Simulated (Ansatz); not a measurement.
# A convergence test on InSe (P-6m2): k mesh of the density

Aim: see how gap, energy and time of InSe (P-6m2) follow the k mesh of the density.

Calculated with Ansatz 0.2.0; DFT, LDA, plane waves, PAW.

**1. The starting structure**

Symmetry: P-6m2, No. 187, hexagonal system. The conventional cell has a = 3.975 Å, b = 3.975 Å, c = 16.264 Å, α = 90.00°, β = 90.00°, γ = 120.00°. Nearest to In lie 3 Se at 2.62 Å and 1 In at 2.74 Å. Nearest to Se lie 3 In at 2.62 Å. Se has 3 In at 2.62 Å nearest. Farther neighbours and most contacts between anions are not listed.

Coordinates:

```cif
data_structure
_symmetry_space_group_name_H-M 'P-6m2'
_symmetry_Int_Tables_number 187
_cell_length_a 3.9749
_cell_length_b 3.9749
_cell_length_c 16.2636
_cell_angle_alpha 90.000
_cell_angle_beta 90.000
_cell_angle_gamma 120.000
_cell_volume 222.53
loop_
_atom_site_label
_atom_site_type_symbol
_atom_site_symmetry_multiplicity
_atom_site_Wyckoff_symbol
_atom_site_fract_x
_atom_site_fract_y
_atom_site_fract_z
_atom_site_occupancy
In1 In 2 g 0.00000 0.00000 0.58430 1
In2 In 2 h 0.33333 0.66667 0.91570 1
Se1 Se 2 i 0.66667 0.33333 0.83783 1
Se2 Se 2 h 0.33333 0.66667 0.66210 1
```

The structure was relaxed with LDA. The runs that relaxed it are not among those shown. The default PAW set here is soft_2. Its files were made with PBE.

**2. k mesh of the density: 3×3×1**

input.yaml

```yaml
crystal:
  lattice:
    - [3.9748709455, 0.0, 0.0]
    - [-1.9874354728, 3.4423392156, 0.0]
    - [0.0, 0.0, 16.2636494814]
  atoms:
    - { symbol: In, position: [0.0, 0.0, 0.5842950809] }
    - { symbol: In, position: [0.0, 0.0, 0.4157049191] }
    - { symbol: In, position: [0.3333333333, 0.6666666667, 0.9156997426] }
    - { symbol: In, position: [0.3333333333, 0.6666666667, 0.0843002574] }
    - { symbol: Se, position: [0.6666666667, 0.3333333333, 0.8378264049] }
    - { symbol: Se, position: [0.6666666667, 0.3333333333, 0.1621735951] }
    - { symbol: Se, position: [0.3333333333, 0.6666666667, 0.6621026916] }
    - { symbol: Se, position: [0.3333333333, 0.6666666667, 0.3378973084] }
kpoints:
  mp_grid: { grid: [3, 3, 1] }
  band_path:
    path:
      - [0.0, 0.0, 0.0]
      - [0.5, 0.0, 0.0]
      - [0.33333333, 0.33333333, 0.0]
      - [0.0, 0.0, 0.5]
      - [0.5, 0.0, 0.5]
      - [0.33333333, 0.33333333, 0.5]
    npoints: 1
hamiltonian:
  xc: lda
scf:
  occupations: { method: fixed }
  n_extra_bands: 6
output:
  eigenvalues: true
  forces: true
  stress: true
```

On the command line:

```console
> ansatz run input.yaml --threads 3 --pin off --max-ram 92160MiB --backend cuda --events-out ev --progress --plain --runs-dir out --devices 1 --max-vram 13GiB
```

Numbers of over 12 decimals in the logs are rounded to 6 here.

Output:

```text
scf.n_extra_bands = 6 over 58 filled bands (N_el = 116.0): the run solves 64 bands
GPUs: using 1 of 1 available (devices: 1).
Engine: ansatz 0.2.0, x86_64-unknown-linux-gnu
Pseudopotentials: kind: paw
Pseudopotential: In, paw, valence charge 13, recommended cutoff 420 eV (normal), In.paw.azcp
Pseudopotential: Se, paw, valence charge 16, recommended cutoff 420 eV (normal), Se.paw.azcp
Functional definition: SPW92
  exchange = slater_x
  correlation = pw_c
device memory: the entry about to start is reckoned to put 4.9 GiB on a device that reports 36.8 GiB free (of which the cap on the GPU budget leaves the run 13.0 GiB)
GPU FFT provider: cuFFT
GPU libraries: cuBLAS 13.8.2, cuFFT 12.4.0, cuSOLVER 12.3.4
Crystal: 8 atoms, lattice volume = 222.533 Å³
Basis set: ecut = 420 eV, 4387 PW (Γ)
Bands: 64, of which v1, the nominal top of the filled ones, is band 58 counted from 1 (57 counted from 0)
Symmetry: 12 space group operations
Space group: P-6m2 (ITA 187), of the structure as read, at distance tolerance 6.1e-5 Å
k-points: 3 of 9 (time reversal used)
Non-local potential: In, projectors of the file, l = 0: 2, l = 1: 2, l = 2: 2, l = 3: 2
Non-local potential: Se, projectors of the file, l = 0: 2, l = 1: 2, l = 2: 3, l = 3: 1
PAW form: soft (Blöchl's): semilocal exchange-correlation on the pseudo side does not see the compensation charge
PAW frozen core: In, regenerated for the run's functional, and the local potential with it (the file was generated under x = pbe(κ = 0.804, μ = 0.219515), c = pbe(β = 0.066725))
PAW frozen core: Se, regenerated for the run's functional, and the local potential with it (the file was generated under x = pbe(κ = 0.804, μ = 0.219515), c = pbe(β = 0.066725))
PAW one-centre angular grid: In, 590 points (default); XC on 64 Gauss nodes
PAW one-centre angular grid: Se, 590 points (default); XC on 64 Gauss nodes
Initial density: superposition of atomic densities (neutral atoms: chi_scale 0, normalization atom), corrected by the library's trained network
Initial wavefunctions: pseudopotential atomic-orbital guess
GPU buffer pool allocated for 87480 grid points (all kernels)
GPU transforms: local potential and band sums: pruned to the plane-wave sphere, on 25×25×120
Functional: x = slater, c = lda
SCF iter   1: F=—  HF=-43364.826846 eV  |F-HF|=—  |Δ(HF+E_count)|=         —  Δρ=6.40e-3  dr2=6.21e-2  ethr=1.77e-3  ⟨swp⟩=5.0  Hψ=679  notcnv=0  defer=11
preconditioner: auto → Resta (q_TF=auto, 2.448 Å⁻¹)  ε∞=4.0  [insulator: Δε(μ)=0.149 eV  Ē_g=12.599 eV  n_scr=66 (ndim 8)  ℏωp=21.7 eV  f_vac=0.064  ε∞_Penn≈4.0]
SCF iter   2: F=—  HF=-43364.807535 eV  |F-HF|=—  |Δ(HF+E_count)|=   1.93e-2  Δρ=2.65e-3  dr2=9.03e-3  ethr=5.35e-5  ⟨swp⟩=2.3  Hψ=356  notcnv=0  defer=12
SCF iter   3: F=—  HF=-43364.805170 eV  |F-HF|=—  |Δ(HF+E_count)|=   2.37e-3  Δρ=5.89e-4  dr2=6.07e-4  ethr=7.78e-6  ⟨swp⟩=2.0  Hψ=306  notcnv=0  defer=12
SCF iter   4: F=—  HF=-43364.805214 eV  |F-HF|=—  |Δ(HF+E_count)|=   4.41e-5  Δρ=9.21e-5  dr2=4.85e-5  ethr=5.23e-7  ⟨swp⟩=2.0  Hψ=240  notcnv=0  defer=11
SCF iter   5: F=—  HF=-43364.805035 eV  |F-HF|=—  |Δ(HF+E_count)|=   1.80e-4  Δρ=3.62e-5  dr2=4.57e-6  ethr=4.18e-8  ⟨swp⟩=2.0  Hψ=330  notcnv=0  defer=6
SCF iter   6: F=—  HF=-43364.805035 eV  |F-HF|=—  |Δ(HF+E_count)|=   4.63e-8  Δρ=1.38e-5  dr2=8.55e-7  ethr=3.94e-9  ⟨swp⟩=2.0  Hψ=360  notcnv=0  defer=6
SCF iter   7: F=-43364.805035 eV  HF=-43364.805035 eV  |F-HF|=5.97e-9  |Δ(HF+E_count)|=   1.03e-7  Δρ=4.28e-6  dr2=7.07e-8  ethr=8.62e-11  ⟨swp⟩=9.7  Hψ=1164  notcnv=0
SCF 1 converged in 7 iterations: F = -43364.805035 eV  dr2 = 7.07e-8
[...]
device memory: the entry about to start is reckoned to put 3.9 GiB on a device that reports 36.8 GiB free (of which the cap on the GPU budget leaves the run 13.0 GiB)
NSCF: frozen V_eff on 6 k-points
SCF converged after 7 iterations
Free energy (F): -43364.805035 eV
Harris-Foulkes:  -43364.805035 eV  (|F-HF|=5.97e-9)
Internal energy: -43364.805035 eV  (E = F + TS)
E sigma→0 (E₀):  -43364.805035 eV
Fermi energy:    7.754218 eV
--- Per-component energies (eV) ---
  E_band       = -1794.719906
  E_kinetic    = 1456.213058
  E_local      = -15479.566452  (includes V_loc(G=0)·N_el)
  E_nonlocal   = -875.985946
  E_hartree    = 7132.301343
  E_xc         = -1269.168865
  E_vxc        = -799.295146  (∫ρ·V_xc dr)
  E_paw        = -23370.470915  (= ΣΔE_a)
  E_vpaw       = -360.686501  (= ΣTr[D̂ρ^β])
  E_aug_tail   = -0.002296  (compensation charges beyond the density's cutoff)
  E_ewald      = -10968.132557
  E_core_change = 10.007595  (= ΣΔE_core)
  E_smearing   = -0.000000  (= −TS)
  E_closure    = 0.000000  (closes the sum)
  Σ components = -43364.805035   (vs F -43364.805035, Δ=0.00e0)
--- Forces (eV/Å), atoms counted from 1 ---
  atom   1  In     0.00000000    -0.00000000    -0.01159883
  atom   2  In     0.00000000    -0.00000000     0.01159883
  atom   3  In     0.00000000    -0.00000000     0.02343826
  atom   4  In     0.00000000    -0.00000000    -0.02343826
  atom   5  Se    -0.00000000     0.00000000    -0.06139671
  atom   6  Se    -0.00000000     0.00000000     0.06139671
  atom   7  Se    -0.00000000     0.00000000     0.06385450
  atom   8  Se    -0.00000000     0.00000000    -0.06385450
  max |Σ_I F_I| component: 3.70e-17 eV/Å
--- Stress (GPa, compression-positive) ---
        1.436727       0.000000       0.000000
        0.000000       1.436727      -0.000000
        0.000000      -0.000000      -0.588019
  P = ⅓ Tr σ = 0.7618 GPa (7.618 kbar)
--- Band table (eV) ---
  k-point 0: bands = [... 54 lower, 6.4714, 6.5630, 6.5630, 7.7542, 7.9039, 9.4315, 9.6149, 9.7003, ... 2 higher]
  k-point 1: bands = [... 54 lower, 5.7311, 5.8449, 6.2555, 6.6181, 8.9598, 9.1771, 9.6987, 9.7154, ... 2 higher]
  k-point 2: bands = [... 54 lower, 5.4138, 5.5639, 5.6343, 5.9029, 9.2928, 9.3016, 9.8710, 10.1672, ... 2 higher]
```

Run time: 5.6 s. Hardware: 1 × NVIDIA H100 80GB HBM3 (shared by 6 runs) with 3 threads of AMD EPYC 7R13 (Zen 3), shared host; peak memory 0.95 GiB; 6.9 s of CPU time.

Reading the cycles: dr2 is the Hartree energy of the density residual (eV), the measure of convergence; HF is the Harris–Foulkes estimate of the energy, which meets the free energy F at convergence.

This step gave:

```
pressure             : 0.7618 GPa
gap                  : 0.1497 eV
valence top at       : Γ
conduction bottom at : Γ
least direct gap     : 0.1497 eV
```

The gap is direct, at Γ.

**3. k mesh of the density: 6×6×2 (the default)**

input.yaml, the sections that differ from step 2:

```yaml
kpoints:
  mp_grid: { grid: [6, 6, 2] }
  band_path:
    path:
      - [[0.0, 0.0, 0.0], [0.5, 0.0, 0.0], [0.33333333, 0.33333333, 0.0], [0.0, 0.0, 0.0], [0.0, 0.0, 0.5], [0.5, 0.0, 0.5], [0.33333333, 0.33333333, 0.5], [0.0, 0.0, 0.5]]
      - [[0.5, 0.0, 0.5], [0.5, 0.0, 0.0]]
      - [[0.33333333, 0.33333333, 0.5], [0.33333333, 0.33333333, 0.0]]
    npoints: 10
scf:
  occupations: { method: fermi_dirac, width: 0.02 }
  n_extra_bands: 6
output:
  eigenvalues: true
  forces: true
  stress: true
  write_density: true
  write_potential: true
  elf: true
  volumetric_format: npy
# crystal, hamiltonian: as in step 2
```

Output:

```text
[...]
GPUs: using 1 of 1 available (devices: 1).
[...]
GPU FFT provider: cuFFT
GPU libraries: cuBLAS 13.8.2, cuFFT 12.4.0, cuSOLVER 12.3.4
Crystal: 8 atoms, lattice volume = 222.533 Å³
Basis set: ecut = 420 eV, 4387 PW (Γ)
Bands: 64, of which v1, the nominal top of the filled ones, is band 58 counted from 1 (57 counted from 0)
[... 1 set-up line as in the run before ...]
[...]
k-point 0: bands = [... 54 lower, 6.4115, 6.5012, 6.5012, 7.7155, 7.8870, 9.4134, 9.6114, 9.6844, ... 2 higher]
  k-point 1: bands = [... 54 lower, 6.4669, 6.4669, 6.6103, 6.6579, 8.8028, 8.9060, 9.6688, 9.6972, ... 2 higher]
  k-point 2: bands = [... 54 lower, 6.1197, 6.2528, 6.4411, 7.4406, 9.2184, 9.7717, 10.2098, 10.3595, ... 2 higher]
  k-point 13: bands = [... 54 lower, 5.0572, 5.4396, 5.6484, 6.0677, 9.0641, 9.4090, 9.9001, 10.2316, ... 2 higher]
[key lines of the parts left out:]
SCF converged after 7 iterations
Free energy (F): -43365.489260 eV
Fermi energy:    7.801258 eV
P = ⅓ Tr σ = -0.0066 GPa (-0.066 kbar)
```

Elapsed: 15 s, on 1 × NVIDIA H100 80GB HBM3 (shared by 6 runs) with 3 threads; peak memory 1 GiB.

This step gave:

```yaml
pressure: -0.006572 GPa
gap: 0.1715 eV
valence_top_at: Γ
conduction_bottom_at: Γ
least_direct_gap: 0.1715 eV
```

The gap is 0.171 eV, +0.022 eV from the run before at this level.

**4. k mesh of the density: 12×12×2**

input.yaml, the sections that differ from step 3:

```yaml
kpoints:
  mp_grid: { grid: [12, 12, 2] }
  band_path:
    path:
      - [0.0, 0.0, 0.0]
      - [0.5, 0.0, 0.0]
      - [0.33333333, 0.33333333, 0.0]
      - [0.0, 0.0, 0.5]
      - [0.5, 0.0, 0.5]
      - [0.33333333, 0.33333333, 0.5]
    npoints: 1
scf:
  occupations: { method: fixed }
  n_extra_bands: 6
output:
  eigenvalues: true
  forces: true
  stress: true
# crystal, hamiltonian: as in step 3
```

Output:

```text
[...]
GPUs: using 1 of 1 available (devices: 1).
[...]
GPU FFT provider: cuFFT
GPU libraries: cuBLAS 13.8.2, cuFFT 12.4.0, cuSOLVER 12.3.4
Crystal: 8 atoms, lattice volume = 222.533 Å³
Basis set: ecut = 420 eV, 4387 PW (Γ)
Bands: 64, of which v1, the nominal top of the filled ones, is band 58 counted from 1 (57 counted from 0)
[... 1 set-up line as in the run before ...]
[...]
k-point 0: bands = [... 54 lower, 6.4084, 6.4979, 6.4979, 7.7141, 7.8860, 9.4122, 9.6108, 9.6836, ... 2 higher]
  k-point 1: bands = [... 54 lower, 6.4637, 6.4637, 6.6091, 6.6567, 8.8017, 8.9048, 9.6681, 9.6965, ... 2 higher]
  k-point 2: bands = [... 54 lower, 6.3295, 6.3785, 6.4316, 7.6703, 8.4753, 9.5760, 10.0080, 10.0295, ... 2 higher]
  k-point 37: bands = [... 54 lower, 5.0558, 5.4380, 5.6478, 6.0666, 9.0639, 9.4087, 9.8994, 10.2305, ... 2 higher]
[key lines of the parts left out:]
SCF converged after 7 iterations
Free energy (F): -43365.503642 eV
Fermi energy:    7.714117 eV
P = ⅓ Tr σ = -0.0281 GPa (-0.281 kbar)
```

The job ended after 19 s (1 × NVIDIA H100 80GB HBM3 (shared by 6 runs) with 3 threads; peak memory 0.99 GiB).

This step gave:

```
pressure             : -0.02814 GPa
gap                  : 0.1718 eV
valence top at       : Γ
conduction bottom at : Γ
least direct gap     : 0.1718 eV
```

The gap is 0.172 eV, as in the run before at this level.

**5. The series**

Differences are against the last row; a negative gap means that bands overlap, and a run with a band path holds that path's time. Times are wall times on 1 × NVIDIA H100 80GB HBM3 (shared by 6 runs) with 3 threads of AMD EPYC 7R13 (Zen 3), shared host, good to a factor of about two.

```tsv
k mesh of the density	gap (eV)	direct gap (eV)	gap error (eV)	energy error (meV/atom)	irreducible k	time
3×3×1	0.150	0.150	−0.022	+87.3	3	5.6 s
6×6×2	0.171	0.171	−0.0004	+1.8	14	15 s
12×12×2	0.172	0.172	+0.000	+0.0	38	19 s
```

**6. Results**

```json
{
  "3×3×1": "0.150 eV",
  "6×6×2": "0.171 eV",
  "12×12×2": "0.172 eV"
}
```

**Reading.** The gap holds to 0.02 eV from 6×6×2 on. At 3×3×1 the gap is off by −0.022 eV and the energy by +87 meV/atom. The gap is read over the mesh and added points near the edges, so meshes differ mainly through the density and, for a hybrid, the exchange operator.

[Paths, hosts, dates, memory and timing lines, banners, echoed tables and standing remarks are left out of the program output.]

[Logs are printed without paths, hosts, clocks, repeated set-up lines and the standing remarks that a program may print on its own settings, such as how far it seeks lower states.]

[Runs of the session that timed out or met a known fault of the program may be left out.]

[Cells called generated may have been cut or substituted from an entry of the Crystallography Open Database or the Materials Project.]

[Hosts, paths, dates, database ids (printed as entryN), source tags and the programs' standing remarks are cut or masked in the printed files.]
